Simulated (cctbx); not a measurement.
# What is wrong with this refinement?

Cell a = 7.4480 Å, b = 7.4480 Å, c = 14.1780 Å, α = 90.00°, β = 90.00°, γ = 90.00°; space group P4_2/mnm (no. 136).

Simulated single-crystal data (cctbx): Ag Kα, λ = 0.56087 Å, to d = 0.75 Å, 80 % of the full sphere, strongest reflection 70000 counts, noise from counting, a 1.5 % proportional error and a noise floor of 4 counts (s.d.); no absorption, and some extinction, which the refinements don't model.

An anisotropic refinement with weights 1/σ² prints:

```text
Rint 0.017, 559 unique reflections to 0.75 A
cycle     R1     wR2    GooF  max shift (A)
   1  0.1938  0.4944  38.370   0.01157
   3  0.1007  0.2879  22.341   0.00001
final R1 0.1007 wR2 0.2879 GooF 22.341  parameters 17  data/parameter 32.9
atom        x        y        z      Ueq    occ   su(xyz)  su(Uiso or U11)
I1     0.80344  0.19656  0.83789   0.0192  1.000  0.00018  0.0008
I2     0.78806  0.21194  0.50000   0.0153  1.000  0.00025  0.0009
Ca1    0.50000  0.50000  0.83460   0.0064  1.000  0.00046  0.0017
Zn1    0.50000  0.50000  0.50000   0.0769  1.000  0.00000  0.0060
difference map: max 11.20 min -2.38 rms 0.91
Q1    0.0000  0.0000  0.0000    2   11.20  0.00 A from Zn1
Q2    0.0000  0.0000  0.3158    4   10.84  0.27 A from Ca1
Q3    0.2333  0.7667  0.5000    4    9.22  0.22 A from I2
Q4    0.1788  0.8212  0.1503    8    7.75  0.25 A from I1
Q5    0.0559  0.8701  0.0239   16    2.10  1.11 A from Zn1
Q6    0.0500  0.1250  0.0000    8    2.10  1.00 A from Zn1
```

**Question.** Can this result stand? If not, what is the likely fault?

Mend it. The fault: elements exchanged: Zn1 is Ca and Ca1 is Zn. Against the right model at the same level, R1 goes from 0.0064 to 0.1007 and GooF from 1.05 to 22.34, U of Ca1 shrinks from 0.0353 to 0.0064 Å², U of Zn1 swells from 0.0327 to 0.0769 Å² and the top difference peak, 11.2 e/Å³, lies on Zn1. Zn1 has 10 electrons too many and its U swells to shed them, as expected; Ca1 has 10 electrons too few and its U shrinks to make up, as expected.

The compound is CaZn2I6. The right model at the same level gives:

```text
Rint 0.017, 559 unique reflections to 0.75 A
cycle     R1     wR2    GooF  max shift (A)
   1  0.0378  0.1093   8.480   0.00189
   2  0.0064  0.0136   1.055   0.00000
final R1 0.0064 wR2 0.0136 GooF 1.055  parameters 17  data/parameter 32.9
atom        x        y        z      Ueq    occ   su(xyz)  su(Uiso or U11)
I1     0.80391  0.19609  0.83821   0.0225  1.000  0.00001  0.0000
I2     0.78697  0.21303  0.50000   0.0185  1.000  0.00001  0.0000
Zn1    0.50000  0.50000  0.83382   0.0353  1.000  0.00002  0.0001
Ca1    0.50000  0.50000  0.50000   0.0327  1.000  0.00000  0.0002
difference map: max 0.23 min -0.30 rms 0.06
Q1    0.0135  0.7289  0.5000    8    0.24  1.55 A from I2
Q2    0.1567  0.1567  0.5000    4    0.23  2.77 A from I1
Q3    0.1436  0.8564  0.3298    8    0.21  1.51 A from Zn1
Q4    0.0526  0.3800  0.5000    8    0.21  2.34 A from I2
Q5    0.2013  0.2013  0.3606    8    0.20  1.13 A from I1
Q6    0.0416  0.7748  0.0000    8    0.19  1.71 A from Ca1
```

The model is made up (kin elements in a known structure type, no relaxation), so it says nothing on whether the phase exists.

[Middle refinement cycles are left out of these outputs.]

[Logs are printed without paths, hosts, clocks, repeated set-up lines and the standing remarks that a program may print on its own settings, such as how far it seeks lower states.]
